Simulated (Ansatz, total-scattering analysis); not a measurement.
# Assigning the peaks of a pair distribution function

The sample: amorphous 40Ta2O5-60SiO2 (mol %) (Si 13.0, Ta 17.4, O 69.6 atom %) at 300 K, fixed volume (mean pressure 0.2 GPa), ρ₀ = 0.0677 Å⁻³. The data come from ab initio molecular dynamics with Ansatz (PBE, plane waves, PAW set soft_1, Langevin thermostat, no spin, fixed volume). The average runs over 1.70 ps of 69 atoms, so shells between rare elements are rough. Mean temperature 336 K, largest m.s.d. 0.05 Å², energy drift -6 meV an atom (last third less first, no steady trend), Langevin friction 2 ps⁻¹; the first quarter of the run is discarded. Preparation: atoms packed at random with minimum distances, then 1.4 ps at 3000 K, 1.8 ps at 1860 K and 1.8 ps at 990 K with a cheaper basis and a friction of 10 ps⁻¹ (mean temperature of the first stage 2971 K), too short to forget the start in full. So short a stretch relaxes bonds and nearest shells but still remembers its start. It is rigid on the time of the run. A cell quenched within picoseconds keeps more over- and under-coordinated atoms than a real glass or film, so this is a model of such a quench. Spin–orbit coupling is left out.

The totals are in Faber–Ziman form. Below 4 Å⁻¹ the partials are summed on the cell's own reciprocal vectors (from 0.62 Å⁻¹) and folded with a Gaussian of σ = 0.14 Å⁻¹; above it they are transforms of g(r) out to 6.8 Å, tapered over the last 40 %. The fold lowers sharp peaks, and with so few vectors their positions are good to about 0.1 Å⁻¹. X-rays take neutral-atom form factors, neutrons coherent lengths (Si 4.15071, Ta 6.91, O 5.8037 fm). G(r) = 4πrρ₀[g(r) − 1] carries the resolution of a Lorch-windowed transform up to 20 Å⁻¹. The patterns are simulated, not measured. Spin–orbit coupling is left out. The cell is small: beyond half the box only the part of each shell inside it is counted, and low-Q values rest on few vectors.

```
Q (Å⁻¹)  X-ray  neutron
    0.6  -0.64     0.10
    0.9  -0.78     0.30
    1.2  -0.22     0.53
    1.5   0.83     0.77
    1.8   1.84     0.82
    2.1   1.24     0.54
    2.4   0.83     0.56
    2.7   0.07     0.95
    3.0   0.36     0.94
    3.3   1.09     1.01
    3.6   1.18     1.01
    3.9   1.64     1.01
    4.2   1.46     1.11
    4.5   0.88     1.15
    4.8   0.56     1.19
    5.1   0.85     1.18
    5.4   1.25     1.05
    5.7   1.17     0.86
    6.0   0.79     0.75
    6.3   0.66     0.79
    6.6   0.92     0.90
    6.9   1.22     1.03
    7.2   1.25     1.13
    7.5   1.06     1.16
    7.8   0.91     1.12
    8.1   0.96     1.03
    8.4   1.03     0.95
    8.7   0.99     0.91
    9.0   0.92     0.93
    9.3   0.93     0.98
    9.6   0.99     1.02
    9.9   1.04     1.04
   10.2   1.04     1.04
   10.5   1.03     1.01
   10.8   1.02     0.98
   11.1   1.01     0.97
   11.4   1.00     0.98
   11.7   0.98     0.99
   12.0   0.98     1.00
```

G(r):

X-ray, r (Å) and value: 1.0 -0.82, 1.1 -0.87, 1.2 -0.92, 1.3 -0.95, 1.4 -0.87, 1.5 -0.75, 1.6 -0.60, 1.7 -0.16, 1.8 0.72, 1.9 1.43, 2.0 1.19, 2.1 0.24, 2.2 -0.68, 2.3 -1.17, 2.4 -1.39, 2.5 -1.56, 2.6 -1.66, 2.7 -1.73, 2.8 -1.82, 2.9 -1.95, 3.0 -2.00, 3.1 -1.93, 3.2 -1.59, 3.3 -0.83, 3.4 0.35, 3.5 1.54, 3.6 2.42, 3.7 3.11, 3.8 3.44, 3.9 2.84, 4.0 1.25, 4.1 -0.32, 4.2 -1.03, 4.3 -1.07, 4.4 -0.72, 4.5 0.04, 4.6 1.05, 4.7 1.71, 4.8 1.56, 4.9 0.87, 5.0 0.18, 5.1 -0.21, 5.2 -0.42, 5.3 -0.66, 5.4 -0.87, 5.5 -0.89, 5.6 -0.76, 5.7 -0.59, 5.8 -0.42, 5.9 -0.14, 6.0 0.43

neutron, r (Å) and value: 1.0 -0.85, 1.1 -0.91, 1.2 -1.00, 1.3 -1.15, 1.4 -1.03, 1.5 -0.45, 1.6 0.22, 1.7 0.63, 1.8 1.00, 1.9 1.32, 2.0 1.00, 2.1 -0.03, 2.2 -1.08, 2.3 -1.58, 2.4 -1.35, 2.5 -0.50, 2.6 0.64, 2.7 1.26, 2.8 0.98, 2.9 0.33, 3.0 -0.20, 3.1 -0.55, 3.2 -0.74, 3.3 -0.70, 3.4 -0.50, 3.5 -0.34, 3.6 -0.29, 3.7 -0.22, 3.8 -0.07, 3.9 0.09, 4.0 0.15, 4.1 0.14, 4.2 0.11, 4.3 0.11, 4.4 0.14, 4.5 0.18, 4.6 0.22, 4.7 0.24, 4.8 0.31, 4.9 0.43, 5.0 0.51, 5.1 0.48, 5.2 0.30, 5.3 0.11, 5.4 0.00, 5.5 -0.06, 5.6 -0.18, 5.7 -0.32, 5.8 -0.37, 5.9 -0.30, 6.0 -0.14

Q: Assign the low-r maxima. Which coordination numbers can be read off, and what are they?

Each pair enters with the weight ci cj fi fj (2 − δij)/⟨f⟩², taking f = Z for X-rays at Q = 0: O–O 0.08 / 0.49; Ta–Ta 0.40 / 0.04; Ta–O 0.35 / 0.29; Si–O 0.05 / 0.13; Si–Ta 0.11 / 0.04; Si–Si 0.01 / 0.01 (X-ray / neutron).

| radiation | maximum (Å) | G (Å⁻²) | pairs that make it (share of the curvature of G, each pair at the same resolution) |
| --- | --- | --- | --- |
| X-ray | 1.93 | 1.47 | Ta–O 100 % |
| X-ray | 3.80 | 3.45 | Ta–Ta 100 % |
| neutron | 1.91 | 1.33 | Ta–O 100 % |
| neutron | 2.72 | 1.27 | O–O 100 % |

The first shell (Si–O, 1.63 Å) shares its range with Ta–O (1.94 Å), so its area is a weighted sum. The maxima can be assigned, but 2 totals can't separate 6 partials, so the counts below come from the model itself.

From the coordinates:

| pair | first peak (Å) | g there | first minimum (Å) | g there | neighbours |
| --- | --- | --- | --- | --- | --- |
| Si–O | 1.63 | 21.6 | 2.08 | 0.00 | 4.0 O per Si, 0.8 Si per O |
| Ta–O | 1.94 | 8.6 | 2.74 | 0.04 | 5.3 O per Ta, 1.3 Ta per O |
| O–O | 2.68 | 3.9 | 3.42 | 0.63 | 8.2 |
| Si–Si | 3.04 | 5.7 | 3.50 | 0.00 | 1.6 |
| Si–Ta | 3.44 | 4.5 | 3.76 | 0.13 | 2.7 Ta per Si, 2.0 Si per Ta |
| Ta–Ta | 3.85 | 4.3 | 4.26 | 0.21 | 3.6 |

Bonded neighbours (only these pairs count: cutoffs Si–O 2.08 Å, Ta–O 2.74 Å): Si: 4 100 %; Ta: 4 8.3 %, 5 57 %, 6 34 %; O: 1 1.5 %, 2 90 %, 3 8.1 %. Bridging oxygens per network former of four or fewer bonds: Si: Q0 11 %, Q1 56 %, Q2 11 %, Q3 11 %, Q4 11 %. Oxygen by network formers bound (Si, B, P, Ge and Al count): none 40 %, one 46 %, two 15 %. O–Si–O peak at 110°, O–Ta–O peak at 88° and Ta–O–Ta peak at 140°. These counts come from 15 frames.

Anions around each cation, with the position of the first peak: Ta 5.3 (Ta–O 1.94 Å, to 2.74 Å) and Si 4.0 (Si–O 1.63 Å, to 2.08 Å). The weights that differ most between the probes (X-ray, neutron): O–O 0.08 and 0.49, Ta–Ta 0.40 and 0.04 and Si–O 0.05 and 0.13.

[Logs are printed without paths, hosts, clocks, repeated set-up lines and the standing remarks that a program may print on its own settings, such as how far it seeks lower states.]
